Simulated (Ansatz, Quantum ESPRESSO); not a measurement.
# stanene, 1 layer: the gap with spin-orbit coupling at a withheld member of a series

How the rows were computed: Quantum ESPRESSO 7.5, PBE, GBRV ultrasoft. Cell and atoms are first relaxed; each strained cell is then held and the atoms relax in it. A periodic run with 15 Å of vacuum in the starting cell gives the vacuum levels, and bands follow along a path. The bands are repeated with spin-orbit coupling and fully relativistic files. The series steps biaxial strain.

```
biaxial strain  gap with spin-orbit coupling (eV)
          -4 %                             −0.713
          -3 %                             −0.577
          -2 %                             −0.463
          -1 %                             −0.328
           0 %                             −0.073
           1 %                              0.019
           2 %                              0.077
           3 %                             −0.094
```

**Question.** What is the gap with spin-orbit coupling at 4 %?

**Fit.** The rows at 2 % and 3 % give a slope of (−0.094 − (0.077))/(3 − (2)) = −0.171, so a straight line gives −0.265 eV. A parabola through these and the row at 1 % gives −0.494 eV.

**The withheld run.** −0.241 eV. The line misses by −0.024 and the parabola by −0.253 eV. The line does better here.

**Limits.** Semilocal gaps are too small; the 1×1 cell can't ripple over many cells under compression as a free sheet would. The relaxed reference cell is not at the least energy of this series, so the strains count from a biased zero.

[Logs are printed without paths, hosts, clocks, repeated set-up lines and the standing remarks that a program may print on its own settings, such as how far it seeks lower states.]
